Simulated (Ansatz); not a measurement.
# Lattice dynamics of PbS2 (model cell, started as rutile), part 2 of 3

Wanted: phonon frequencies of PbS2 (model cell, started as rutile) and what follows from them.

Ansatz 0.2.0; DFT PBEsol, scalar-relativistic, plane waves, PAW.

So far: Starting point; Bringing the structure to rest. The relaxed cell has a = 6.281, c = 3.977 Å (conventional setting).

The structure was built from a prototype and need not be the compound's stable phase.

**3. Tight relaxation**

Phonons need a cell at rest on their own settings, so the relaxation is repeated with tight tolerances on forces and stress, using the mesh and the filling of the phonon run that follows.

input.yaml reads:

```yaml
crystal:
  lattice:
    - [6.2811235934, 0.0, 0.0]
    - [0.0, 6.2811235934, 0.0]
    - [0.0, 0.0, 3.9771181291]
  atoms:
    - { symbol: Pb, position: [0.0, 0.0, 0.0] }
    - { symbol: Pb, position: [0.5, 0.5, 0.5] }
    - { symbol: S, position: [0.3051114232, 0.3051114232, 0.0] }
    - { symbol: S, position: [0.6948885768, 0.6948885768, 0.0] }
    - { symbol: S, position: [0.8051114232, 0.1948885768, 0.5] }
    - { symbol: S, position: [0.1948885768, 0.8051114232, 0.5] }
kpoints:
  mp_grid: { grid: [6, 6, 8] }
hamiltonian:
  xc: pbesol
scf:
  occupations: { method: gaussian, width: 0.01 }
output:
  forces: true
  stress: true
  eigenvalues: true
  write_density: true
  write_potential: true
  elf: true
  volumetric_format: npy
relax:
  adjacent_minimum: "off"
  f_tol: 0.001
  max_steps: 60
  cell: { stress_tol: 0.01 }
```

Run with:

```console
> ansatz run input.yaml --threads 8 --pin off --max-ram 14336MiB --backend cpu --events-out ev --progress --plain --runs-dir out
```

Numbers of over 12 decimals in the logs are rounded to 6 here.

What it wrote:

```text
[...]
Crystal: 6 atoms, lattice volume = 156.907 Å³
Basis set: ecut = 420 eV, 3089 PW (Γ), exchange–correlation on 90×90×54 points (8 copies of the dense FFT grid, shifted against one another)
Bands: 32, of which v1, the nominal top of the filled ones, is band 26 counted from 1 (25 counted from 0)
Symmetry: 16 space group operations
[...]
k-points: 50 of 288
[...]
cell:  # Å, volume = 156.9073 Å³
    - [6.2811235934, 0.0, 0.0]
    - [0.0, 6.2811235934, 0.0]
    - [0.0, 0.0, 3.9771181291]
  atoms:
    - { symbol: Pb, position: [0.0, 0.0, 0.0] }
    - { symbol: Pb, position: [0.5, 0.5, 0.5] }
    - { symbol: S, position: [0.305111, 0.305111, 0.0] }
    - { symbol: S, position: [0.6948885768, 0.6948885768, 0.0] }
    - { symbol: S, position: [0.8051114232, 0.1948885768, 0.5] }
    - { symbol: S, position: [0.1948885768, 0.8051114232, 0.5] }
[key lines of the parts left out:]
SCF converged after 6 iterations
Free energy (F): -27048.581128 eV
Fermi energy:    5.548786 eV
P = ⅓ Tr σ = -0.0005 GPa (-0.005 kbar)
```

The job ended after 9.6 s (8 threads of Arm Neoverse N1, shared host; peak memory 0.71 GiB).

Little changed from the start: no atom moved by 0.005 Å and no cell edge by 0.1 %.

Electrostatic potential energy in the ab plane at fractional z = 0.000, with atoms of Pb and S within 0.2 Å of it. With pseudopotentials it is smooth inside the atoms' cores, unlike the true potential.

Ten even steps from '0' (-33 eV) to '9' (12 eV), each cell a mean:
```
20279999999998501
01589999999988730
46889999998667875
88999999984113788
99999999971111689
99999999971111699
99999999984114899
99999999988778999
99998889999999999
99985357999999999
99851005899999999
99831203899999999
89840115899999999
77874358999999887
13688889999999852
00379999999998610
30178999999998402
```
Columns run along a (6.3 Å; values clipped at the 3rd and 97th percentile), rows up along b (6.3 Å). Atoms in or near the plane, at fractional coordinates: Pb at (0.00, 0.00), S at (0.31, 0.31), S at (0.69, 0.69).

Valence density in the ab plane at fractional z = 0.000, with atoms of Pb and S within 0.2 Å of it. It is the smooth field of the valence electrons, not physical close to the nuclei.

Values in units of 1e0 e/Å³, 9 rows by 16 columns, each cell a mean:
```
5.2 2.7 0.7 0.2 0.1 0.0 0.0 0.0 0.0 0.1 0.1 0.2 0.2 0.4 1.5 4.1
0.5 0.3 0.2 0.1 0.0 0.0 0.0 0.1 0.2 0.4 0.8 0.8 0.7 0.5 0.4 0.5
0.1 0.0 0.0 0.0 0.0 0.0 0.0 0.1 0.3 0.9 0.9 0.4 1.1 0.8 0.3 0.1
0.0 0.0 0.0 0.0 0.0 0.1 0.1 0.1 0.2 0.5 0.8 0.9 0.9 0.5 0.1 0.0
0.0 0.0 0.1 0.2 0.4 0.4 0.3 0.2 0.1 0.1 0.2 0.2 0.2 0.1 0.0 0.0
0.0 0.1 0.3 0.9 1.0 0.8 0.9 0.5 0.2 0.1 0.0 0.0 0.0 0.0 0.0 0.0
0.1 0.2 0.4 1.0 0.8 0.7 1.1 0.5 0.2 0.1 0.0 0.0 0.0 0.0 0.1 0.1
1.1 0.7 0.4 0.4 0.6 0.6 0.4 0.2 0.1 0.0 0.0 0.0 0.1 0.2 0.4 0.9
7.3 3.7 0.9 0.2 0.1 0.1 0.1 0.0 0.0 0.0 0.0 0.0 0.1 0.4 1.9 5.7
```
Columns run along a (6.3 Å), rows up along b (6.3 Å). Atoms in or near the plane, at fractional coordinates: Pb at (0.00, 0.00), S at (0.31, 0.31), S at (0.69, 0.69).

ELF in the ab plane at fractional z = 0.000, with atoms of Pb and S within 0.2 Å of it. It is the smooth field of the valence electrons, not physical close to the nuclei.

Ten even steps from '_' (0.00) to '@' (0.90), each cell a mean:
```
__..--::..________..::::::::----__
::----::..______::**####**==------
----::..________++%%@@@@@@%%++----
::....________..##@@@@%%##@@%%==::
______________..**@@%%--::##@@**::
______________..++%%##::--%%@@##::
________________::**%%##%%@@@@##::
____..--====::__..--**%%@@@@%%**..
__..**%%%%%%**--....::++**##++::__
__==%%@@@@@@%%**--____......______
__++@@@@%%==**%%**::______________
..==%%@@==__==@@%%==______________
..--##@@**==%%@@%%==__________....
::::==%%@@@@@@@@%%--________..::::
------==##%%@@%%**..______..::----
..::--::--==++==..________..----..
__..--::....______________::--::__
```
Columns run along a (6.3 Å), rows up along b (6.3 Å). Atoms in or near the plane, at fractional coordinates: Pb at (0.00, 0.00), S at (0.31, 0.31), S at (0.69, 0.69).

The largest force component left is 0.026 meV/Å and the pressure is 0.000 GPa, within the tolerances set. The cell now holds 26.15 Å³/atom.

**4. Modes at Γ**

The zone centre comes first: it holds the modes that light can see, as far as symmetry allows. No field response is asked.

Changes to input.yaml since step 3:

```diff
@@ -19,13 +19,4 @@
 output:
-  forces: true
-  stress: true
   eigenvalues: true
-  write_density: true
-  write_potential: true
-  elf: true
-  volumetric_format: npy
-relax:
-  adjacent_minimum: "off"
-  f_tol: 0.001
-  max_steps: 60
-  cell: { stress_tol: 0.01 }
+phonons:
+  method: dfpt
```

What it wrote:

```text
zone centre: on kpoints.mp_grid the ground state, and the responses unless they are solved on pairs of k-points, stand on 100 of the mesh's 288 k-points, reduced under 2 symmetry operations, with k and −k counted as one. Each operation leaves every solved displacement unchanged or reverses it
[...]
Crystal: 6 atoms, lattice volume = 156.907 Å³
Basis set: ecut = 420 eV, 3089 PW (Γ), exchange–correlation on 96×96×60 points (8 copies of the dense FFT grid, shifted against one another)
Bands: 32, of which v1, the nominal top of the filled ones, is band 26 counted from 1 (25 counted from 0)
Symmetry: 16 space group operations
k-points: 100 of 288 (irreducible under 2 space group operations, time reversal used)
[...]
SCF iter   1: F=—  HF=-27048.592943 eV  |F-HF|=—  |Δ(HF+E_count)|=         —  Δρ=4.22e-3  dr2=4.19e-2  ethr=1.77e-3  ⟨swp⟩=8.4  Hψ=16451  notcnv=0
[...]
SCF iter  10: F=-27048.581128 eV  HF=-27048.581128 eV  |F-HF|=0.00e0  |Δ(HF+E_count)|=  2.91e-11  Δρ=4.99e-8  dr2=3.78e-12  ethr=1.00e-12  ⟨swp⟩=11.9  Hψ=17709  notcnv=0
SCF 1 converged in 10 iterations: F = -27048.581128 eV  dr2 = 3.78e-12
[...]
DFPT response loops at Γ: preconditioner auto → Resta (q_TF=auto, 2.270 Å⁻¹)  ε∞=18.8 (no band partly filled); β = 1.00, the filter's whole step (`scf.mixing.beta` (0.50) is not read by the response loops at its default; to damp them type it under 1.00, their step now; it binds the ground state too); Broyden in place of MSR1
SCF converged after 10 iterations
Free energy (F): -27048.581128 eV
[...]
Internal energy: -27048.581128 eV  (E = F + TS)
E sigma→0 (E₀):  -27048.581128 eV
Fermi energy:    5.548786 eV
[...]
--- Band table (eV; the first three rows and the last of 100) ---
  k-point 0: bands = [... 22 lower, 4.8386, 4.8386, 5.2536, 5.2536, 5.9038, 6.8601, 8.7154, 8.7154, ... 2 higher]
  k-point 1: bands = [... 22 lower, 4.2071, 5.2903, 5.2949, 5.2949, 5.7894, 7.2071, 9.3877, 9.3877, ... 2 higher]
  k-point 2: bands = [... 22 lower, 3.5576, 5.1492, 5.1492, 5.4642, 5.7662, 7.4634, 10.0561, 10.5461, ... 2 higher]
  k-point 99: bands = [... 22 lower, 4.9069, 4.9069, 5.0528, 5.0528, 5.8605, 5.8605, 10.6816, 10.6816, ... 2 higher]
--- Phonons (Γ-DFPT): 4 representative perturbations + reference, on 100 of 288 k-points (Σ response iterations 12) ---
  k mesh reduced under 2 symmetry operations, with k and −k counted as one. Each operation leaves every solved displacement unchanged or reverses it
  ASR residual: 3.687e-5 → 0.000e0 eV/Å²; symmetrization residual: 3.317e-6 eV/Å²
  ASR residual per site (eV/Å²): 3.69e-5 3.69e-5 3.49e-5 3.49e-5 3.49e-5 3.49e-5
  Γ frequencies (cm⁻¹): -83.01 -83.01 -81.87 -61.85 0.00 0.00 0.00 30.40 95.90 95.90 190.95 190.95 203.34 241.64 241.64 248.23 276.76 298.15
  non-analytic LO–TO correction: not included (Born effective charges unavailable; polar crystals: no LO–TO splitting at Γ)
```

Wall time 63 s (8 threads); peak memory 2 GiB.

This step gave:

| Property | Result |
| --- | --- |
| sum-rule residual before enforcement | 3.69e-5 eV/Å² |
| point group | 4/mmm |
| highest optical mode at the zone centre (no LO-TO term) | 298.1 cm⁻¹ |
| lowest optical zone-centre mode | -83.01 cm⁻¹ |

Without the LO-TO term. Patterns of degenerate modes are one choice out of their space. Modes at Γ, with each element's share of the kinetic energy (negative means imaginary):

```
mode  frequency (cm⁻¹)  symmetry  Pb %  S %
   1             -83.0        Eu    14   86
   2             -83.0        Eu    14   86
   3             -81.9       A2g     0  100
   4             -61.9       B1g     0  100
   5               0.0  acoustic    76   24
   6               0.0  acoustic    76   24
   7               0.0  acoustic    76   24
   8              30.4       B1u    89   11
   9              95.9        Eu    96    4
  10              95.9        Eu    96    4
  11             190.9        Eg     0  100
  12             190.9        Eg     0  100
  13             203.3       A2u    24   76
  14             241.6        Eu    14   86
  15             241.6        Eu    14   86
  16             248.2       B1u    11   89
  17             276.8       A1g     0  100
  18             298.1       B2g     0  100
```

Displacements in mode 2 (-83.0 cm⁻¹), the largest set to 1:
```
Pb1  0.11 -0.16  0.00
Pb2  0.16 -0.20  0.00
S3  -1.00  1.00  0.00
S4  -1.00  1.00  0.00
S5   0.12  0.15  0.00
S6   0.12  0.15  0.00
```

Displacements in mode 9 (95.9 cm⁻¹), the largest set to 1:
```
Pb1  1.00  0.41  0.00
Pb2 -0.97 -0.33  0.00
S3  -0.40 -0.27  0.00
S4  -0.40 -0.27  0.00
S5   0.30 -0.01  0.00
S6   0.30 -0.01  0.00
```

Before it was imposed, the acoustic sum rule was missed by 3.7e-5 eV/Å². Small misses are needed for a sound result but don't prove that mesh and cutoff are converged. The lowest optical mode is imaginary, 83.0i cm⁻¹, so the energy falls along it.

(Part 2 of 3 ends here.)

[Logs are printed without paths, hosts, clocks, repeated set-up lines and the standing remarks that a program may print on its own settings, such as how far it seeks lower states.]

[Hosts, paths, dates, database ids (printed as entryN), source tags and the programs' standing remarks are cut or masked in the printed files.]
